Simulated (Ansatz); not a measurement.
# La on Pt(100): change of the work function, part 2 of 4

How does one ordered layer of La (hollow site) change the work function of Pt(100), and what dipole does each adsorbate carry?

Ansatz 0.2.0; plane-wave DFT, PBEsol, Ansatz PAW.

So far, work function, upper face (eV): step 2 (the clean slab) 5.74.

## 3. Adsorbate added

System of this step: La/Pt(100). The cell holds 17 atoms: 16 Pt and 1 La. Cell: a = 5.544 Å, b = 5.544 Å, c = 26.814 Å, α = 90.0°, β = 90.0°, γ = 90.0°. Vacuum lies along c.

The clean slab as it ended is repeated in the plane and the adsorbate is set on one face; the cell's size fixes the coverage, and the k-mesh shrinks with it to keep the sampling density about even. Adsorbate and upper layers relax, since the dipole depends on the height.

Contents of input.yaml:

```yaml
crystal:
  lattice:
    - [5.5437171646, 0.0, 0.0]
    - [0.0, 5.5437171646, 0.0]
    - [0.0, 0.0, 26.8135299019]
  atoms:
    - { symbol: Pt, position: [0.25, 0.25, 0.3356514429] }
    - { symbol: Pt, position: [0.0, 0.0, 0.4087488682] }
    - { symbol: Pt, position: [0.25, 0.25, 0.4808329977] }
    - { symbol: Pt, position: [0.0, 0.0, 0.5516645134] }
    - { symbol: Pt, position: [0.25, 0.75, 0.3356514429] }
    - { symbol: Pt, position: [0.0, 0.5, 0.4087488682] }
    - { symbol: Pt, position: [0.25, 0.75, 0.4808329977] }
    - { symbol: Pt, position: [0.0, 0.5, 0.5516645134] }
    - { symbol: Pt, position: [0.75, 0.25, 0.3356514429] }
    - { symbol: Pt, position: [0.5, 0.0, 0.4087488682] }
    - { symbol: Pt, position: [0.75, 0.25, 0.4808329977] }
    - { symbol: Pt, position: [0.5, 0.0, 0.5516645134] }
    - { symbol: Pt, position: [0.75, 0.75, 0.3356514429] }
    - { symbol: Pt, position: [0.5, 0.5, 0.4087488682] }
    - { symbol: Pt, position: [0.75, 0.75, 0.4808329977] }
    - { symbol: Pt, position: [0.5, 0.5, 0.5516645134] }
    - { symbol: La, position: [0.25, 0.25, 0.6643485571] }
kpoints:
  mp_grid: { grid: [6, 6, 1] }
hamiltonian:
  xc: pbesol
scf:
  occupations: { method: fermi_dirac, width: 0.1 }
  convergence: { dr2_threshold: 1.0e-08 }
efield:
  axis: 3
  dipole_correction: true
  ramp_position: 0.97
  ramp_width: 0.06
relax:
  f_tol: 0.02
  max_steps: 60
  constraints: [{ sites: [0, 1, 4, 5, 8, 9, 12, 13] }]
output:
  bader: true
  dos: { projected: true, e_range: [-8, 4] }
  write_potential: true
  write_density: true
  volumetric_format: npy
  elf: true
```

On the command line:

```console
$ ansatz run input.yaml --threads 4 --pin off --max-ram 6144MiB --backend cpu --events-out ev --progress --plain --runs-dir out
```

Output:

```text
La: projections on atomic orbitals take those of the free atom [Kr 4d10] 4f0 5s2 5p6 5d1 6s2, of charge +0.00 (hamiltonian.pseudopotentials.projection_atoms); the dataset's partial waves leave at most 1.9e-5 of an orbital's norm unspanned inside its sphere
[...]
Crystal: 17 atoms, lattice volume = 824.055 Å³
Basis set: ecut = 420 eV, 16141 PW (Γ), exchange–correlation on 80×80×360 points (8 copies of the dense FFT grid, shifted against one another)
Bands: 180, of which v1, the nominal top of the filled ones, is band 150 counted from 1 (149 counted from 0)
Symmetry: 8 space group operations
[...]
k-points: 10 of 36
[...]
SCF iter   1: F=—  HF=-204295.453619 eV  |F-HF|=—  |Δ(HF+E_count)|=         —  Δρ=6.77e-2  dr2=1.82e2  ethr=1.77e-3  p=0.545 e·Å  D=1.20e-1 V/Å  ΔV_dip=-3.21 eV  dr2_dipole=3.73e1  V_vac-E_F(+/−)=2.15/5.36 eV  ⟨swp⟩=7.4  Hψ=7129  notcnv=0  defer=5
[...]
SCF iter  16: F=-204294.484619 eV  HF=-204294.484619 eV  |F-HF|=2.62e-10  |Δ(HF+E_count)|=   1.54e-9  Δρ=3.01e-7  dr2=4.64e-9  ethr=3.34e-12  p=0.511 e·Å  D=1.12e-1 V/Å  ΔV_dip=-3.01 eV  dr2_dipole=4.24e-10  V_vac-E_F(+/−)=2.76/5.76 eV  ⟨swp⟩=15.7  Hψ=13166  notcnv=0
SCF 1 converged in 16 iterations: F = -204294.484619 eV  dr2 = 4.64e-9
[...]
relax step   1: F+E_penalty+E_count = -204294.48461890 eV  Δ(F+E_penalty+E_count) = +0.000e0 eV  max|allowed force component| = 3.546e0 eV/Å  Δτ_max = 0.0000 Å  (16 SCF iters, accepted)
[...]
SCF iter  12: F=-204295.426332 eV  HF=-204295.426332 eV  |F-HF|=4.48e-9  |Δ(HF+E_count)|=   3.78e-8  Δρ=4.24e-7  dr2=3.42e-9  ethr=3.34e-12  p=0.536 e·Å  D=1.18e-1 V/Å  ΔV_dip=-3.15 eV  dr2_dipole=6.09e-13  V_vac-E_F(+/−)=2.61/5.77 eV  ⟨swp⟩=14.6  Hψ=12634  notcnv=0
SCF 2 converged in 12 iterations: F = -204295.426332 eV  dr2 = 3.42e-9
relax step   2: F+E_penalty+E_count = -204295.42633201 eV  Δ(F+E_penalty+E_count) = -9.417e-1 eV  max|allowed force component| = 3.963e0 eV/Å  Δτ_max = 0.1950 Å  (12 SCF iters, accepted)
SCF iter   1: F=—  HF=-204296.385229 eV  |F-HF|=—  |Δ(HF+E_count)|=         —  Δρ=3.48e-3  dr2=4.66e-1  ethr=2.12e-3  p=0.536 e·Å  D=1.18e-1 V/Å  ΔV_dip=-3.15 eV  dr2_dipole=1.55e-3  V_vac-E_F(+/−)=2.63/5.79 eV  ⟨swp⟩=4.6  Hψ=3600  notcnv=0  defer=21
[...]
SCF iter  12: F=-204296.351915 eV  HF=-204296.351915 eV  |F-HF|=5.91e-9  |Δ(HF+E_count)|=   1.50e-8  Δρ=3.68e-7  dr2=4.48e-9  ethr=3.34e-12  p=0.572 e·Å  D=1.26e-1 V/Å  ΔV_dip=-3.37 eV  dr2_dipole=9.03e-11  V_vac-E_F(+/−)=2.41/5.77 eV  ⟨swp⟩=14.5  Hψ=12625  notcnv=0
SCF 3 converged in 12 iterations: F = -204296.351915 eV  dr2 = 4.48e-9
[...]
relax step   3: F+E_penalty+E_count = -204296.35191527 eV  Δ(F+E_penalty+E_count) = -9.256e-1 eV  max|allowed force component| = 4.008e0 eV/Å  Δτ_max = 0.1950 Å  (12 SCF iters, accepted)
[...]
relax step   4: F+E_penalty+E_count = -204297.18539859 eV  Δ(F+E_penalty+E_count) = -8.335e-1 eV  max|allowed force component| = 3.335e0 eV/Å  Δτ_max = 0.1927 Å  (12 SCF iters, accepted)
[...]
relax step   5: F+E_penalty+E_count = -204297.74725910 eV  Δ(F+E_penalty+E_count) = -5.619e-1 eV  max|allowed force component| = 1.623e0 eV/Å  Δτ_max = 0.1986 Å  (11 SCF iters, accepted)
[...]
relax step   6: F+E_penalty+E_count = -204297.87318593 eV  Δ(F+E_penalty+E_count) = -1.259e-1 eV  max|allowed force component| = 5.655e-1 eV/Å  Δτ_max = 0.2000 Å  (12 SCF iters, accepted)
[...]
relax step   7: F+E_penalty+E_count = -204297.93248981 eV  Δ(F+E_penalty+E_count) = -5.930e-2 eV  max|allowed force component| = 2.468e-1 eV/Å  Δτ_max = 0.0460 Å  (12 SCF iters, accepted)
[...]
relax step   8: F+E_penalty+E_count = -204297.94602354 eV  Δ(F+E_penalty+E_count) = -1.353e-2 eV  max|allowed force component| = 6.830e-2 eV/Å  Δτ_max = 0.0207 Å  (10 SCF iters, accepted)
SCF iter   1: F=—  HF=-204297.948021 eV  |F-HF|=—  |Δ(HF+E_count)|=         —  Δρ=4.02e-4  dr2=1.06e-3  ethr=3.97e-6  p=0.645 e·Å  D=1.42e-1 V/Å  ΔV_dip=-3.80 eV  dr2_dipole=1.21e-4  V_vac-E_F(+/−)=1.98/5.77 eV  ⟨swp⟩=2.2  Hψ=3273  notcnv=0  defer=17
[...]
SCF iter   9: F=-204297.947122 eV  HF=-204297.947122 eV  |F-HF|=1.92e-9  |Δ(HF+E_count)|=   1.74e-8  Δρ=2.71e-7  dr2=2.14e-9  ethr=3.34e-12  p=0.646 e·Å  D=1.42e-1 V/Å  ΔV_dip=-3.80 eV  dr2_dipole=4.12e-10  V_vac-E_F(+/−)=1.97/5.77 eV  ⟨swp⟩=11.7  Hψ=12516  notcnv=0
SCF 9 converged in 9 iterations: F = -204297.947122 eV  dr2 = 2.14e-9
relax step   9: F+E_penalty+E_count = -204297.94712239 eV  Δ(F+E_penalty+E_count) = -1.099e-3 eV  max|allowed force component| = 1.807e-3 eV/Å  Δτ_max = 0.0069 Å  (9 SCF iters, accepted)
NSCF: frozen V_eff on 10 k-points
[...]
SCF converged after 9 iterations
Free energy (F): -204297.947122 eV
[...]
Internal energy: -204297.132692 eV  (E = F + TS)
E sigma→0 (E₀):  -204297.539907 eV
Entropy (-TS):   -0.814430 eV (-47.908 meV/atom)
Fermi energy:    4.737151 eV
Dipole field:    D = 0.141857 V/Å  (p = 0.646018 e·Å, saw-weighted, corrected)
Work function:   Φ+ = 1.9696 eV   Φ− = 5.7733 eV
[...]
--- Forces (eV/Å), atoms counted from 1 ---
  atom   1  Pt     0.00000000     0.00000000     0.45228091
  atom   2  Pt     0.11186070     0.11186070    -0.41021775
  atom   3  Pt     0.00000000     0.00000000    -0.00093178
  atom   4  Pt    -0.00178634    -0.00178634     0.00164933
  atom   5  Pt     0.00000000     0.00000000     0.40341550
  atom   6  Pt     0.11186070    -0.11186070    -0.41021775
  atom   7  Pt     0.00000000     0.00000000    -0.00058222
  atom   8  Pt    -0.00178634     0.00178634     0.00164933
  atom   9  Pt     0.00000000     0.00000000     0.40341550
  atom  10  Pt    -0.11186070     0.11186070    -0.41021775
  atom  11  Pt    -0.00000000     0.00000000    -0.00058222
  atom  12  Pt     0.00178634    -0.00178634     0.00164933
  atom  13  Pt     0.00000000     0.00000000     0.37923794
  atom  14  Pt    -0.11186070    -0.11186070    -0.41021775
  atom  15  Pt     0.00000000     0.00000000    -0.00016969
  atom  16  Pt     0.00178634     0.00178634     0.00164933
  atom  17  La     0.00000000     0.00000000    -0.00180714
  max |Σ_I F_I| component: 3.10e-6 eV/Å
--- Band table (eV; the first three rows and the last of 10) ---
  k-point 0: bands = [... 146 lower, 4.8863, 4.8863, 5.2329, 5.2480, 5.3118, 5.3526, 5.5445, 5.5445, ... 26 higher]
  k-point 1: bands = [... 146 lower, 4.7258, 4.8282, 4.8400, 4.8796, 4.9748, 5.1187, 5.1957, 5.4078, ... 26 higher]
  k-point 2: bands = [... 146 lower, 4.6239, 4.6352, 4.7188, 4.7622, 4.8279, 4.9900, 4.9968, 5.1050, ... 26 higher]
  k-point 9: bands = [... 146 lower, 3.8064, 3.8064, 4.4724, 4.6696, 4.6696, 4.7712, 4.8033, 4.8044, ... 26 higher]
--- Relaxed structure (9 steps of the walk, 9 accepted, 0 SCFs on fresh bases) ---
  F+E_penalty+E_count = -204297.94712239 eV   max|allowed force component| = 1.807e-3 eV/Å
  atoms:
    - { symbol: Pt, position: [0.250000, 0.250000, 0.335651] }
    - { symbol: Pt, position: [0.0, 0.0, 0.4087488682] }
    - { symbol: Pt, position: [0.250000, 0.250000, 0.482713] }
    - { symbol: Pt, position: [-0.00547809, -0.00547809, 0.555962] }
    - { symbol: Pt, position: [0.250000, 0.750000, 0.335651] }
    - { symbol: Pt, position: [0.0, 0.500000, 0.4087488682] }
    - { symbol: Pt, position: [0.250000, 0.750000, 0.481678] }
    - { symbol: Pt, position: [-0.00547809, 0.505478, 0.555962] }
    - { symbol: Pt, position: [0.750000, 0.250000, 0.335651] }
    - { symbol: Pt, position: [0.500000, 0.0, 0.4087488682] }
    - { symbol: Pt, position: [0.750000, 0.250000, 0.481678] }
    - { symbol: Pt, position: [0.505478, -0.00547809, 0.555962] }
    - { symbol: Pt, position: [0.750000, 0.750000, 0.335651] }
    - { symbol: Pt, position: [0.500000, 0.500000, 0.4087488682] }
    - { symbol: Pt, position: [0.750000, 0.750000, 0.479969] }
    - { symbol: Pt, position: [0.505478, 0.505478, 0.555962] }
    - { symbol: La, position: [0.250000, 0.250000, 0.626900] }
--- Bader charges: 17 sites ---
  site symbol  charge [e]  shift [e]
     0     Pt     -0.0503     0.0000
     1     Pt      0.0552     0.0000
     2     Pt      0.0240     0.0000
     3     Pt     -0.3327     0.0000
     4     Pt     -0.0541     0.0000
     5     Pt      0.0552     0.0000
     6     Pt      0.0129     0.0000
     7     Pt     -0.3327     0.0000
     8     Pt     -0.0541     0.0000
     9     Pt      0.0552     0.0000
    10     Pt      0.0129     0.0000
    11     Pt     -0.3327     0.0000
    12     Pt     -0.0512     0.0000
    13     Pt      0.0552     0.0000
    14     Pt     -0.0133     0.0000
    15     Pt     -0.3327     0.0000
    16     La      1.2833     0.0000
  estimated error of the sums over rays = 7.9e-4 e
```

The job ended after 7.2 min (4 threads of Arm Neoverse V2, shared host; peak memory 3.7 GiB).

Step by step:

| step | energy less that of the first step (eV) | largest force component (eV/Å) |
| --- | --- | --- |
| 1 | 0.0000 | 3.5459 |
| 2 | -0.9417 | 3.9633 |
| 3 | -1.8673 | 4.0082 |
| 4 | -2.7008 | 3.3347 |
| 5 | -3.2626 | 1.6231 |
| 6 | -3.3886 | 0.5655 |
| 7 | -3.4479 | 0.2468 |
| 8 | -3.4614 | 0.0683 |
| 9 | -3.4625 | 0.0018 |

Forces are held to the 8 operations that the program found; a distortion that breaks them can't arise in this run.

The atoms that moved most (Å):

| atom | dx | dy | dz | length |
| --- | --- | --- | --- | --- |
| La17 | 0.000 | 0.000 | -1.004 | 1.004 |
| Pt4 | -0.030 | -0.030 | 0.115 | 0.123 |
| Pt12 | 0.030 | -0.030 | 0.115 | 0.123 |
| Pt8 | -0.030 | 0.030 | 0.115 | 0.123 |
| Pt16 | 0.030 | 0.030 | 0.115 | 0.123 |
| Pt3 | 0.000 | 0.000 | 0.050 | 0.050 |
| Pt15 | 0.000 | 0.000 | -0.023 | 0.023 |
| Pt11 | 0.000 | 0.000 | 0.023 | 0.023 |

Numbers from this step:

```yaml
energy_at_zero_smearing: -204297.5399 eV
work_function_upper_face: 1.970 eV
work_function_lower_face: 5.773 eV
dipole_along_the_normal: 0.6460 e·Å
step_between_the_vacuum_levels: -3.804 eV
```

Running mean over 1.96 Å of the planar mean; the ramp of the sawtooth is left out. The electron's electrostatic potential energy less the Fermi level by z:

| z (Å) | electron's electrostatic potential energy less the Fermi level (eV) |
| --- | --- |
| 3.5 | 5.77 |
| 4.0 | 5.77 |
| 4.5 | 5.77 |
| 5.0 | 5.77 |
| 5.5 | 5.76 |
| 6.0 | 5.73 |
| 6.5 | 5.61 |
| 7.0 | 5.10 |
| 7.5 | 2.70 |
| 8.0 | -2.93 |
| 8.5 | -8.71 |
| 9.0 | -11.2 |
| 9.5 | -11.7 |
| 10.0 | -11.9 |
| 10.5 | -12.0 |
| 11.0 | -12.2 |
| 11.5 | -12.3 |
| 12.0 | -12.3 |
| 12.5 | -12.2 |
| 13.0 | -12.1 |
| 13.5 | -11.8 |
| 14.0 | -11.6 |
| 14.5 | -11.7 |
| 15.0 | -11.6 |
| 15.5 | -9.74 |
| 16.0 | -5.52 |
| 16.5 | -2.24 |
| 17.0 | -1.42 |
| 17.5 | -0.788 |
| 18.0 | 0.217 |
| 18.5 | 1.23 |
| 19.0 | 1.69 |
| 19.5 | 1.85 |
| 20.0 | 1.92 |
| 20.5 | 1.95 |
| 21.0 | 1.96 |
| 21.5 | 1.96 |
| 22.0 | 1.97 |
| 22.5 | 1.97 |
| 23.0 | 1.97 |
| 23.5 | 1.97 |

The density of states has structure finer than the step of the table below, so its rows give means over 0.25 eV. Peaks (eV: height): -4.750: 43.6, -3.520: 63.8, -3.310: 48.0, -3.190: 51.0, -2.200: 37.0, -0.030: 39.7, 0.060: 38.3.

Table of density of states by energy, zero at the Fermi level; means over each step:

| energy (eV) | density of states (states/eV a cell) |
| --- | --- |
| -7.75 | 1.95 |
| -7.50 | 3.89 |
| -7.25 | 2.87 |
| -7.00 | 6.58 |
| -6.75 | 11.2 |
| -6.50 | 9.84 |
| -6.25 | 17.0 |
| -6.00 | 19.0 |
| -5.75 | 23.7 |
| -5.50 | 20.5 |
| -5.25 | 15.1 |
| -5.00 | 17.9 |
| -4.75 | 18.4 |
| -4.50 | 21.6 |
| -4.25 | 22.3 |
| -4.00 | 24.2 |
| -3.75 | 17.8 |
| -3.50 | 41.1 |
| -3.25 | 37.7 |
| -3.00 | 19.4 |
| -2.75 | 17.2 |
| -2.50 | 22.9 |
| -2.25 | 31.6 |
| -2.00 | 27.7 |
| -1.75 | 22.9 |
| -1.50 | 27.5 |
| -1.25 | 28.1 |
| -1.00 | 27.0 |
| -0.75 | 28.5 |
| -0.50 | 23.7 |
| -0.25 | 22.6 |
| 0.00 | 29.9 |
| 0.25 | 15.9 |
| 0.50 | 9.41 |
| 0.75 | 8.29 |
| 1.00 | 6.59 |
| 1.25 | 7.01 |
| 1.50 | 6.31 |
| 1.75 | 12.7 |

Projected DOS per atom over height of the atomic layer and energy from the Fermi level. Layers: Pt4 Pt4 Pt4 Pt4 La from below.

Ten even steps from '0' (0.0 states/eV) to '9' (6.4 states/eV), each cell a mean:
```
00009
00003
00002
11101
22210
22211
32221
31221
21121
41131
21120
33230
12220
12220
11120
11110
12210
12210
01100
01100
00000
00000
```
Columns: height of the atomic layer (Å) from 9 to 16.8; rows upwards: energy from the Fermi level (eV) from -7.96 to 1.95.

Electrostatic potential energy in the ca plane at fractional y = 0.250, with atoms of Pt and La within 0.2 Å of it. With pseudopotentials it is smooth inside the atoms' cores, unlike the true potential.

Ten even steps from '0' (-69 eV) to '9' (9 eV), each cell a mean:
```
99888999999998889999999999999999999999999999
98544799999975358999999999999999999999999999
96100489999840015999999999999999999999999999
85000289999830004899999999999999999999999999
96100489999850015999999999999999999999999999
98545799999975458999999999999999999999999999
99988999999998889999999999999999999999999999
99999999999999999999999988899999999999999999
99767899999987678999998765789999999999999999
97312589999962126999997433478999999999999999
95000389999840004899986356358999999999999999
95000389999840004899986356358999999999999999
97312689999962136999997433478999999999999999
99767899999987678999998766789999999999999999
99999999999999999999999988899999999999999999
```
Columns run along c (16.0 Å, from fractional 0.29 to 0.89 of the cell; values clipped at the 3rd and 97th percentile), rows up along a (5.5 Å). Atoms in or near the plane, at fractional coordinates: Pt at (0.34, 0.25), Pt at (0.48, 0.25), Pt at (0.34, 0.75), Pt at (0.48, 0.75), La at (0.63, 0.25).

ELF in the ca plane at fractional y = 0.250, with atoms of Pt and La within 0.2 Å of it. It is the smooth field of the valence electrons, not physical close to the nuclei.

Ten even steps from '0' (0.00) to '9' (0.83), each cell a mean:
```
23333222333223332223333200000000000000000000
33555332222235653222222210000000000000000000
35777632112357875322111110000000000000000000
36788742112368886321111110000000000000000000
35777632112357775322221110000000000000000000
33555332222235543222222210000000000000000000
23333222333223332223333200000000000000000000
23333223333223332223332234431100000000000000
23443322222233432223333589974110000000000000
34676532222346764322225878996210000000000000
36788642112368876321127821797310000000000000
36788642112368876321127821797310000000000000
34676532222346764322225888996210000000000000
23443322222223432223333589974110000000000000
23333223333223332223332224431100000000000000
```
Columns run along c (16.0 Å, from fractional 0.29 to 0.89 of the cell), rows up along a (5.5 Å). Atoms in or near the plane, at fractional coordinates: Pt at (0.34, 0.25), Pt at (0.48, 0.25), Pt at (0.34, 0.75), Pt at (0.48, 0.75), La at (0.63, 0.25).

Valence density in the ca plane at fractional y = 0.250, with atoms of Pt and La within 0.2 Å of it. It is the smooth field of the valence electrons, not physical close to the nuclei.

Values in units of 1e0 e/Å³, 8 rows by 16 columns, each cell a mean:
```
0.4 1.4 0.3 0.3 0.6 1.3 0.3 0.2 0.1 0.0 0.0 0.0 0.0 0.0 0.0 0.0
2.3 8.0 0.8 0.2 3.2 7.3 0.5 0.1 0.1 0.0 0.0 0.0 0.0 0.0 0.0 0.0
1.7 5.9 0.6 0.2 2.4 5.4 0.4 0.1 0.1 0.0 0.0 0.0 0.0 0.0 0.0 0.0
0.3 0.7 0.3 0.3 0.4 0.6 0.3 0.3 0.1 0.1 0.0 0.0 0.0 0.0 0.0 0.0
0.4 1.4 0.3 0.3 0.6 1.3 0.3 0.3 0.6 0.7 0.1 0.0 0.0 0.0 0.0 0.0
2.3 8.0 0.8 0.2 3.0 7.5 0.6 0.2 1.3 1.5 0.3 0.0 0.0 0.0 0.0 0.0
1.7 5.9 0.6 0.2 2.2 5.6 0.5 0.2 1.2 1.4 0.2 0.0 0.0 0.0 0.0 0.0
0.3 0.7 0.3 0.3 0.4 0.6 0.3 0.3 0.4 0.4 0.1 0.0 0.0 0.0 0.0 0.0
```
Columns run along c (16.0 Å, from fractional 0.29 to 0.89 of the cell), rows up along a (5.5 Å). Atoms in or near the plane, at fractional coordinates: Pt at (0.34, 0.25), Pt at (0.48, 0.25), Pt at (0.34, 0.75), Pt at (0.48, 0.75), La at (0.63, 0.25).

The relaxation took 9 steps and lowered the energy by 3.5 eV; the largest force on the free atoms ends at 0.0018 eV/Å.

By hand: a sheet of dipoles makes a step −p/(ε₀A) in the electron's potential. With e/ε₀ = 180.95 V·Å, p = 0.6460 e·Å and A = 30.73 Å², that is −180.95 × (0.6460) / 30.73 = -3.804 eV, and the two vacuum levels of the run differ by -3.804 eV.

The covered face has 1.97 eV, -3.77 eV against the clean one; the bare back face has moved by +0.02 eV, a measure of how thin the slab is.

## 4. Work function against coverage

This step: plane-wave DFT, PBEsol, Ansatz PAW; work function against coverage (Ansatz 0.2.0).

The runs are now put side by side.

Numbers from this step:

```
work function of the clean face     : 5.738 eV
largest change of the work function : -3.768 eV
```

Work function of the covered face against coverage:

| coverage (adsorbates/nm²) | work function of the covered face (eV) |
| --- | --- |
| 0.00 | 5.74 |
| 3.25 | 1.97 |

The dipole per adsorbate comes from the change of the cell's dipole. Coverage, by row:

| coverage (1/nm²) | coverage (ML) | work function (eV) | change (eV) | dipole per adsorbate, positive end outwards (debye) | mean height of the added atoms over the highest substrate atom (Å) |
| --- | --- | --- | --- | --- | --- |
| 3.254 | 0.25 | 1.97 | -3.768 | 3.092 | 1.902 |

(Part 2 of 4 ends here.)

[Long decimals in the printed logs are rounded to 6 places.]

[Logs are printed without paths, hosts, clocks, repeated set-up lines and the standing remarks that a program may print on its own settings, such as how far it seeks lower states.]

[Hosts, paths, dates, database ids (printed as entryN), source tags and the programs' standing remarks are cut or masked in the printed files.]

[Maps of the electrostatic potential energy from Ansatz leave out the sawtooth potential of an applied field or a dipole correction, so their vacuum need not be flat; planar profiles and work functions include it.]

[The density of states shown here was stored with 400 of the rows of the run's finer table, so its peaks can read low, often by over a quarter, or be missed, and its means over a window can be off by a tenth or more.]
